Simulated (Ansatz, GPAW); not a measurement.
**A 11-layer slab of Sr(110): work function by functional and basis**

How far do functional and basis move the work function of a 11-layer slab of Sr(110)?

Main program and level: GPAW 26.7.0 and Ansatz 0.2.0; Ansatz plane waves; slab in vacuum with a dipole correction, relaxation, in the first sound run; inputs show where later runs differ.

Report form: the programs' logs are mostly left out.

**1. The structure**

The cell holds 11 atoms: 11 Sr. Cell: a = 6.080 Å, b = 4.299 Å, c = 37.496 Å, α = 90.0°, β = 90.0°, γ = 90.0°. Vacuum lies along c.

**2. Relaxation**

The atoms are relaxed first, since the surface dipole, and with it the work function, follows the positions of the outer layers. The lowest 5 atoms are held at bulk positions and keep their forces.

input.yaml

```yaml
crystal:
  lattice:
    - [6.08, 0.0, 0.0]
    - [0.0, 4.2992092296, 0.0]
    - [0.0, 0.0, 37.4960461481]
  atoms:
    - { symbol: Sr, position: [0.0, 0.0, 0.2133558287] }
    - { symbol: Sr, position: [0.5, 0.5, 0.270684663] }
    - { symbol: Sr, position: [0.0, 0.0, 0.3280134972] }
    - { symbol: Sr, position: [0.5, 0.5, 0.3853423315] }
    - { symbol: Sr, position: [0.0, 0.0, 0.4426711657] }
    - { symbol: Sr, position: [0.5, 0.5, 0.5] }
    - { symbol: Sr, position: [0.0, 0.0, 0.5573288343] }
    - { symbol: Sr, position: [0.5, 0.5, 0.6146576685] }
    - { symbol: Sr, position: [0.0, 0.0, 0.6719865028] }
    - { symbol: Sr, position: [0.5, 0.5, 0.729315337] }
    - { symbol: Sr, position: [0.0, 0.0, 0.7866441713] }
kpoints:
  mp_grid: { grid: [5, 7, 1] }
hamiltonian:
  xc: pbe
scf:
  occupations: { method: fermi_dirac, width: 0.1 }
efield:
  axis: 3
  dipole_correction: true
  ramp_width: 0.05
relax:
  f_tol: 0.02
  max_steps: 60
  constraints: [{ sites: [0, 1, 2, 3, 4] }]
output:
  write_potential: true
  write_density: true
  volumetric_format: npy
```

The run is started by

```sh
> ansatz run input.yaml --threads 4 --pin off --max-ram 8192MiB --backend cpu --events-out ev --progress --plain --runs-dir out
```

Run time: 2.6 min. Hardware: 4 threads of Arm Neoverse N1, shared host; peak memory 1.9 GiB.

Step by step:

```csv
step,energy less that of the first step (eV),largest force component (eV/Å)
1,0.0000,0.0706
2,-0.0034,0.0493
3,-0.0061,0.0055
```

Forces are held to the 4 operations that the run works with; a distortion that breaks them can't arise in this run.

The atoms that moved most (Å):

```csv
atom,dx,dy,dz,length
Sr11,0.000,0.000,-0.192,0.192
Sr10,0.000,0.000,-0.132,0.132
Sr8,0.000,0.000,-0.073,0.073
Sr9,0.000,0.000,-0.067,0.067
Sr7,0.000,0.000,-0.047,0.047
Sr6,0.000,0.000,-0.028,0.028
```

Final coordinates:

```cif
data_structure
_symmetry_space_group_name_H-M 'P 1'
_symmetry_Int_Tables_number 1
_cell_length_a 6.0800
_cell_length_b 4.2992
_cell_length_c 37.4960
_cell_angle_alpha 90.000
_cell_angle_beta 90.000
_cell_angle_gamma 90.000
_cell_volume 980.12
loop_
_atom_site_label
_atom_site_type_symbol
_atom_site_fract_x
_atom_site_fract_y
_atom_site_fract_z
_atom_site_occupancy
Sr1 Sr 0.00000 0.00000 0.21336 1
Sr2 Sr 0.50000 0.50000 0.27068 1
Sr3 Sr 0.00000 0.00000 0.32801 1
Sr4 Sr 0.50000 0.50000 0.38534 1
Sr5 Sr 0.00000 0.00000 0.44267 1
Sr6 Sr 0.50000 0.50000 0.49926 1
Sr7 Sr 0.00000 0.00000 0.55607 1
Sr8 Sr 0.50000 0.50000 0.61272 1
Sr9 Sr 0.00000 0.00000 0.67019 1
Sr10 Sr 0.50000 0.50000 0.72580 1
Sr11 Sr 0.00000 0.00000 0.78151 1
```

Numbers from this step:

```
free energy             : -38985.3685 eV
smearing term TS        : 0.4844 eV
symmetry operations     : 4
upper work function     : 2.595 eV
lower work function     : 2.592 eV
dipole along the normal : -3.10e-4 e·Å
dipole field            : -5.73e-5 V/Å
vacuum level above      : 4.791 eV
vacuum level below      : 4.789 eV
```

The electrostatic potential energy of an electron (with the applied field's), less the Fermi level, planar mean oscillates, so the rows of the table below give means over windows of 2.2 Å about each position, cut where the curve ends. Its maxima inside the range that stand out by 2 % of the span (Å: eV): 9.1: -0.964, 11.3: -0.842, 13.3: -0.861, 15.5: -0.845, 17.7: -0.960, 19.8: -0.902, 22.0: -0.957, 24.0: -0.818, 26.2: -1.04, 28.3: -1.17. Its minima: 8.1: -8.13, 10.1: -7.83, 12.3: -7.94, 14.5: -7.88, 16.6: -7.90, 18.7: -7.94, 20.8: -7.89, 23.0: -7.93, 25.2: -7.88, 27.2: -7.89, 29.3: -8.21.

The electrostatic potential energy of an electron (with the applied field's), less the Fermi level, planar mean by z; means over each step:

z (Å), electrostatic potential energy of an electron (with the applied field's), less the Fermi level, planar mean (eV) and a bar from the least value:
```
     1.10       2.59 ##############################
     3.30       2.58 ##############################
     5.50       2.24 ############################
     7.70      -3.53 ##
     9.90      -3.87 #
    12.10      -3.87 #
    14.30      -3.87 #
    16.50      -3.88 #
    18.70      -3.90 
    20.90      -3.90 
    23.10      -3.87 #
    25.30      -3.93 
    27.50      -4.00 
    29.70      -3.40 ###
    31.90       2.30 #############################
    34.10       2.59 ##############################
    36.30       2.59 ##############################
```

The valence density, planar mean oscillates, so the rows of the table below give means over windows of 2.12 Å about each position, cut where the curve ends. Its maxima inside the range that stand out by 2 % of the span (Å: e/Å³): 8.1: 0.259, 10.1: 0.267, 12.3: 0.265, 14.5: 0.265, 16.6: 0.265, 18.7: 0.266, 20.8: 0.266, 23.0: 0.266, 25.2: 0.265, 27.2: 0.268, 29.3: 0.259. Its minima: 9.1: 0.0760, 11.3: 0.0764, 13.3: 0.0763, 15.5: 0.0755, 17.7: 0.0802, 19.8: 0.0778, 22.0: 0.0796, 24.0: 0.0756, 26.2: 0.0835, 28.3: 0.0827.

Table of valence density, planar mean by z; means over each step:

z (Å), valence density, planar mean (e/Å³) and a bar:
```
     1.06      0.000 
     3.18      0.000 
     5.30      0.003 #
     7.42      0.142 #######################
     9.54      0.178 #############################
    11.66      0.177 #############################
    13.78      0.177 #############################
    15.90      0.177 #############################
    18.02      0.180 #############################
    20.14      0.179 #############################
    22.26      0.180 #############################
    24.38      0.177 #############################
    26.50      0.185 ##############################
    28.62      0.181 #############################
    30.74      0.047 ########
    32.86      0.001 
    34.98      0.000
```

The relaxation lowered the energy of the cell by 0.00607 eV.

**3. Plane waves, PBE**

The work function is the vacuum plateau of the electrostatic potential less the Fermi level; a dipole layer lets the two faces have plateaus of their own.

This step: GPAW, PAW setups; slab in vacuum (GPAW 26.7.0).

run.py

```python
import json
import numpy as np
from ase import Atoms
from gpaw import GPAW, PW

slab = Atoms(
    ['Sr', 'Sr', 'Sr', 'Sr', 'Sr', 'Sr', 'Sr', 'Sr', 'Sr', 'Sr', 'Sr'],
    positions=[
        [0.00000, 0.00000, 8.00000],
        [3.04000, 2.14960, 10.14960],
        [0.00000, 0.00000, 12.29921],
        [3.04000, 2.14960, 14.44881],
        [0.00000, 0.00000, 16.59842],
        [3.04000, 2.14960, 18.72044],
        [0.00000, 0.00000, 20.85034],
        [3.04000, 2.14960, 22.97439],
        [0.00000, 0.00000, 25.12953],
        [3.04000, 2.14960, 27.21470],
        [0.00000, 0.00000, 29.30367]],
    cell=[[6.08, 0.0, 0.0], [0.0, 4.29921, 0.0], [0.0, 0.0, 37.49605]],
    pbc=[True, True, False])

slab.calc = GPAW(mode=PW(400), xc='PBE', kpts={'size': (5, 7, 1), 'gamma': True},
                 occupations={'name': 'fermi-dirac', 'width': 0.1}, nbands='160%',
                 convergence={'density': 1e-05}, maxiter=200,
                 poissonsolver={'dipolelayer': 'xy'},
                 symmetry={'tolerance': 1e-3}, txt='slab.txt')
result = {}
energy = slab.get_potential_energy()
fermi = slab.calc.get_fermi_level()
v = slab.calc.get_electrostatic_potential().mean((0, 1)) - fermi
n = slab.calc.get_pseudo_density().mean((0, 1))
L = slab.cell[2, 2]
z = np.arange(len(v)) * L / len(v)
low, high = slab.positions[:, 2].min(), slab.positions[:, 2].max()
below, above = np.interp([low - 5.8, high + 5.8], z, v)
slopes = [np.interp(x, z, np.gradient(v, z)) for x in (low - 5.8, high + 5.8)]
eps = np.array([[slab.calc.get_eigenvalues(k, s) for k in range(len(slab.calc.get_ibz_k_points()))]
                for s in range(slab.calc.get_number_of_spins())]) - fermi
top, bottom = eps[eps < 0].max(), eps[eps > 0].min()
dipole = slab.get_dipole_moment()[2]
print(f'energy {energy:.4f} eV, Fermi level {fermi:.4f} eV, dipole {dipole:.5f} e A')
print(f'potential 5.8 A off the faces, from the Fermi level: lower {below:.4f} eV, upper {above:.4f} eV')
print(f'slope of the potential there: lower {slopes[0]:.5f}, upper {slopes[1]:.5f} eV/A')
print(f'nearest levels on the mesh: {top:.4f} and {bottom:.4f} eV')
print('magnetic moment', round(slab.get_magnetic_moment(), 3))
result.update(energy=energy, fermi=fermi, dipole=dipole, below=below, above=above, slopes=slopes, edges=[top, bottom],
              z=z.tolist(), v=v.tolist(), n=n.tolist(), positions=slab.positions.tolist(),
              forces=slab.get_forces(apply_constraint=False).tolist(), moments=slab.get_magnetic_moments().tolist())
json.dump(result, open('result.json', 'w'))
```

The run is started by

```sh
> OMP_NUM_THREADS=1 OPENBLAS_NUM_THREADS=1 python run.py
```

The job ended after 50 min (1 thread; peak memory 0.72 GiB).

This step gave:

```
dipole along the normal                    : -2.62e-4 e·Å
levels nearest the Fermi level on the mesh : -0.008019, 0.01013 eV from the Fermi level
upper work function                        : 2.597 eV
lower work function                        : 2.595 eV
```

The electrostatic potential energy of an electron (without an applied field's), less the Fermi level, planar mean oscillates, so the rows of the table below give means over windows of 2.14 Å about each position, cut where the curve ends. Its maxima inside the range that stand out by 2 % of the span (Å: eV): 9.1: -0.953, 11.2: -0.820, 13.4: -0.842, 15.5: -0.836, 17.7: -0.931, 19.7: -0.930, 22.0: -0.947, 24.1: -0.822, 26.1: -1.04, 28.3: -1.17. Its minima: 8.0: -7.07, 10.2: -6.76, 12.2: -6.70, 14.5: -6.84, 16.6: -6.85, 18.7: -6.85, 20.9: -6.83, 22.9: -6.81, 25.2: -6.83, 27.2: -6.81, 29.2: -7.07.

Table of electrostatic potential energy of an electron (without an applied field's), less the Fermi level, planar mean by z; means over each step:

z (Å), electrostatic potential energy of an electron (without an applied field's), less the Fermi level, planar mean (eV) and a bar from the least value:
```
     1.07       2.60 ##############################
     3.21       2.59 ##############################
     5.35       2.33 #############################
     7.49      -2.72 #####
     9.63      -3.47 #
    11.77      -3.41 #
    13.91      -3.42 #
    16.05      -3.43 #
    18.19      -3.49 #
    20.33      -3.47 #
    22.47      -3.47 #
    24.61      -3.43 #
    26.75      -3.53 #
    28.89      -3.68 
    31.03       1.40 ########################
    33.17       2.56 ##############################
    35.31       2.60 ##############################
```

The pseudo valence density, planar mean oscillates, so the rows of the table below give means over windows of 2.14 Å about each position, cut where the curve ends. Its maxima inside the range that stand out by 2 % of the span (Å: e/Å³): 7.9: 0.298, 10.1: 0.306, 12.2: 0.303, 14.4: 0.303, 16.5: 0.302, 18.6: 0.305, 20.8: 0.307, 22.9: 0.308, 25.1: 0.307, 27.2: 0.313, 29.4: 0.301. Its minima: 9.0: 0.0768, 11.1: 0.0771, 13.3: 0.0777, 15.4: 0.0782, 17.6: 0.0807, 19.7: 0.0790, 21.9: 0.0787, 24.0: 0.0757, 26.1: 0.0819, 28.3: 0.0818.

Pseudo valence density, planar mean against z; means over each step:

z (Å), pseudo valence density, planar mean (e/Å³) and a bar:
```
     1.07      0.000 
     3.21      0.000 
     5.35      0.004 #
     7.49      0.149 ########################
     9.63      0.179 #############################
    11.77      0.178 #############################
    13.91      0.178 #############################
    16.05      0.178 #############################
    18.19      0.180 #############################
    20.33      0.180 #############################
    22.47      0.180 #############################
    24.61      0.178 #############################
    26.75      0.183 ##############################
    28.89      0.177 #############################
    31.03      0.023 ####
    33.17      0.001 
    35.31      0.000
```

Force by atom:

```csv
atom,x (eV/Å),y (eV/Å),z (eV/Å),size
Sr1,0.0000,0.0000,0.0629,0.0629
Sr2,0.0000,0.0000,0.0168,0.0168
Sr3,0.0000,0.0000,-0.0618,0.0618
Sr4,0.0000,0.0000,-0.0055,0.0055
Sr5,0.0000,0.0000,-0.0268,0.0268
Sr6,0.0000,0.0000,-0.0015,0.0015
Sr7,0.0000,0.0000,0.0029,0.0029
Sr8,0.0000,0.0000,0.0018,0.0018
Sr9,0.0000,0.0000,-0.0063,0.0063
Sr10,0.0000,0.0000,0.0022,0.0022
Sr11,0.0000,0.0000,0.0138,0.0138
```

The potential is flat to 0.001 eV/Å where it is read, so the vacuum is wide enough. The geometry is the other program's minimum; here the largest force on a free atom is 0.014 eV/Å.

**4. OptPBE vdW: xc = "optPBE-vdW"**

The same geometry under optPBE-vdW, to see how far the functional moves the levels against the vacuum (the van der Waals functionals take revPBE setups).

run.py: that of step 3 with these lines changed.

```diff
@@ -22,3 +22,3 @@
 
-slab.calc = GPAW(mode=PW(400), xc='PBE', kpts={'size': (5, 7, 1), 'gamma': True},
+slab.calc = GPAW(mode=PW(400), xc='optPBE-vdW', kpts={'size': (5, 7, 1), 'gamma': True},
                  occupations={'name': 'fermi-dirac', 'width': 0.1}, nbands='160%',
```

Wall time 40 min (1 thread); peak memory 1.2 GiB.

Numbers from this step:

```yaml
dipole_along_the_normal: -5.27e-4 e·Å
levels_nearest_the_fermi_level_on_the_mesh: -0.06376, 0.001043 eV from the Fermi level
upper_work_function: 2.749 eV
lower_work_function: 2.746 eV
```

The electrostatic potential energy of an electron (without an applied field's), less the Fermi level, planar mean oscillates, so the rows of the table below give means over windows of 2.14 Å about each position, cut where the curve ends. Its maxima inside the range that stand out by 2 % of the span (Å: eV): 9.1: -0.939, 11.2: -0.801, 13.4: -0.814, 15.5: -0.810, 17.7: -0.904, 19.7: -0.903, 22.0: -0.919, 24.1: -0.793, 26.1: -1.02, 28.3: -1.16. Its minima: 8.0: -7.06, 10.2: -6.74, 12.2: -6.66, 14.5: -6.81, 16.6: -6.82, 18.7: -6.81, 20.9: -6.79, 22.9: -6.77, 25.2: -6.79, 27.2: -6.80, 29.2: -7.05.

Electrostatic potential energy of an electron (without an applied field's), less the Fermi level, planar mean against z; means over each step:

```csv
z (Å),"electrostatic potential energy of an electron (without an applied field's), less the Fermi level, planar mean (eV)"
1.07,2.75
3.21,2.74
5.35,2.43
7.49,-2.69
9.63,-3.45
11.77,-3.39
13.91,-3.39
16.05,-3.40
18.19,-3.46
20.33,-3.44
22.47,-3.44
24.61,-3.40
26.75,-3.51
28.89,-3.66
31.03,1.47
33.17,2.70
35.31,2.75
```

The pseudo valence density, planar mean oscillates, so the rows of the table below give means over windows of 2.14 Å about each position, cut where the curve ends. Its maxima inside the range that stand out by 2 % of the span (Å: e/Å³): 7.9: 0.298, 10.1: 0.306, 12.2: 0.303, 14.4: 0.303, 16.5: 0.302, 18.6: 0.305, 20.8: 0.307, 22.9: 0.308, 25.1: 0.307, 27.2: 0.313, 29.4: 0.301. Its minima: 9.0: 0.0768, 11.1: 0.0770, 13.3: 0.0776, 15.4: 0.0781, 17.6: 0.0806, 19.7: 0.0789, 21.9: 0.0785, 24.0: 0.0756, 26.1: 0.0818, 28.3: 0.0818.

Pseudo valence density, planar mean against z; means over each step:

```csv
z (Å),"pseudo valence density, planar mean (e/Å³)"
1.07,5.5e-6
3.21,1.6e-4
5.35,0.00388
7.49,0.149
9.63,0.179
11.77,0.178
13.91,0.178
16.05,0.178
18.19,0.180
20.33,0.180
22.47,0.180
24.61,0.178
26.75,0.183
28.89,0.177
31.03,0.0229
33.17,6.5e-4
35.31,2.5e-5
```

Force by atom:

```csv
atom,x (eV/Å),y (eV/Å),z (eV/Å),size
Sr1,0.0000,0.0000,0.0632,0.0632
Sr2,0.0000,0.0000,0.0377,0.0377
Sr3,0.0000,0.0000,-0.0530,0.0530
Sr4,0.0000,0.0000,-0.0058,0.0058
Sr5,0.0000,0.0000,-0.0260,0.0260
Sr6,0.0000,0.0000,-0.0007,0.0007
Sr7,0.0000,0.0000,0.0038,0.0038
Sr8,0.0000,0.0000,0.0030,0.0030
Sr9,0.0000,0.0000,-0.0137,0.0137
Sr10,0.0000,0.0000,-0.0189,0.0189
Sr11,0.0000,0.0000,0.0117,0.0117
```

The upper face's work function is 2.749 eV, against 2.597 eV in the first plane-wave PBE run at this geometry.

**5. Self-consistent run: xc = "RPBE"**

The same geometry under RPBE, to see how far the functional moves the levels against the vacuum.

run.py: that of step 4 with these lines changed.

```diff
@@ -22,3 +22,3 @@
 
-slab.calc = GPAW(mode=PW(400), xc='optPBE-vdW', kpts={'size': (5, 7, 1), 'gamma': True},
+slab.calc = GPAW(mode=PW(400), xc='RPBE', kpts={'size': (5, 7, 1), 'gamma': True},
                  occupations={'name': 'fermi-dirac', 'width': 0.1}, nbands='160%',
```

Run time: 44 min. Hardware: 1 thread; peak memory 0.72 GiB.

This step gave:

* dipole along the normal: -2.55e-4 e·Å
* levels nearest the Fermi level on the mesh: -0.002046, 0.007998 eV from the Fermi level
* upper work function: 2.519 eV
* lower work function: 2.518 eV

The upper face's work function is 2.519 eV, against 2.597 eV in the first plane-wave PBE run at this geometry.

**6. Self-consistent run: xc = "revPBE"**

The same geometry under revPBE, to see how far the functional moves the levels against the vacuum.

run.py: that of step 5 with these lines changed.

```diff
@@ -22,3 +22,3 @@
 
-slab.calc = GPAW(mode=PW(400), xc='RPBE', kpts={'size': (5, 7, 1), 'gamma': True},
+slab.calc = GPAW(mode=PW(400), xc='revPBE', kpts={'size': (5, 7, 1), 'gamma': True},
                  occupations={'name': 'fermi-dirac', 'width': 0.1}, nbands='160%',
```

The job ended after 41 min (1 thread; peak memory 0.72 GiB).

This step gave:

```
dipole along the normal                    : -2.77e-4 e·Å
levels nearest the Fermi level on the mesh : -0.01889, 0.001095 eV from the Fermi level
upper work function                        : 2.522 eV
lower work function                        : 2.520 eV
```

The upper face's work function is 2.522 eV, against 2.597 eV in the first plane-wave PBE run at this geometry.

**7. Self-consistent run: xc = "vdW-DF2"**

The same geometry under vdW-DF2, to see how far the functional moves the levels against the vacuum (the van der Waals functionals take revPBE setups).

run.py: that of step 6 with these lines changed.

```diff
@@ -22,3 +22,3 @@
 
-slab.calc = GPAW(mode=PW(400), xc='revPBE', kpts={'size': (5, 7, 1), 'gamma': True},
+slab.calc = GPAW(mode=PW(400), xc='vdW-DF2', kpts={'size': (5, 7, 1), 'gamma': True},
                  occupations={'name': 'fermi-dirac', 'width': 0.1}, nbands='160%',
```

It took 69 min on 1 thread; peak memory 1.2 GiB.

This step gave:

* dipole along the normal: -4.04e-4 e·Å
* levels nearest the Fermi level on the mesh: -0.002804, 0.01034 eV from the Fermi level
* upper work function: 2.858 eV
* lower work function: 2.855 eV

The upper face's work function is 2.858 eV, against 2.597 eV in the first plane-wave PBE run at this geometry.

**8. Self-consistent run: xc = "LDA"**

The same geometry under LDA, to see how far the functional moves the levels against the vacuum.

run.py: that of step 7 with these lines changed.

```diff
@@ -22,3 +22,3 @@
 
-slab.calc = GPAW(mode=PW(400), xc='vdW-DF2', kpts={'size': (5, 7, 1), 'gamma': True},
+slab.calc = GPAW(mode=PW(400), xc='LDA', kpts={'size': (5, 7, 1), 'gamma': True},
                  occupations={'name': 'fermi-dirac', 'width': 0.1}, nbands='160%',
```

It took 47 min on 1 thread; peak memory 0.72 GiB.

This step gave:

| Item | Value |
| --- | --- |
| dipole along the normal | -3.76e-4 e·Å |
| levels nearest the Fermi level on the mesh | -0.07523, 0.01312 eV from the Fermi level |
| upper work function | 2.722 eV |
| lower work function | 2.719 eV |

The electrostatic potential energy of an electron (without an applied field's), less the Fermi level, planar mean oscillates, so the rows of the table below give means over windows of 2.14 Å about each position, cut where the curve ends. Its maxima inside the range that stand out by 2 % of the span (Å: eV): 9.1: -0.745, 11.2: -0.611, 13.4: -0.633, 15.5: -0.627, 17.7: -0.722, 19.7: -0.722, 22.0: -0.736, 24.1: -0.614, 26.1: -0.826, 28.3: -0.963. Its minima: 8.0: -6.90, 10.2: -6.57, 12.2: -6.51, 14.5: -6.65, 16.6: -6.66, 18.7: -6.66, 20.9: -6.64, 22.9: -6.61, 25.2: -6.63, 27.2: -6.62, 29.2: -6.89.

Electrostatic potential energy of an electron (without an applied field's), less the Fermi level, planar mean against z; means over each step:

```csv
z (Å),"electrostatic potential energy of an electron (without an applied field's), less the Fermi level, planar mean (eV)"
1.07,2.72
3.21,2.71
5.35,2.46
7.49,-2.56
9.63,-3.27
11.77,-3.22
13.91,-3.23
16.05,-3.23
18.19,-3.30
20.33,-3.27
22.47,-3.27
24.61,-3.23
26.75,-3.33
28.89,-3.49
31.03,1.54
33.17,2.69
35.31,2.72
```

The upper face's work function is 2.722 eV, against 2.597 eV in the first plane-wave PBE run at this geometry.

[end of part 1 of 2]

[Logs are printed without paths, hosts, clocks, repeated set-up lines and the standing remarks that a program may print on its own settings, such as how far it seeks lower states.]

[Hosts, paths, dates, database ids (printed as entryN), source tags and the programs' standing remarks are cut or masked in the printed files.]
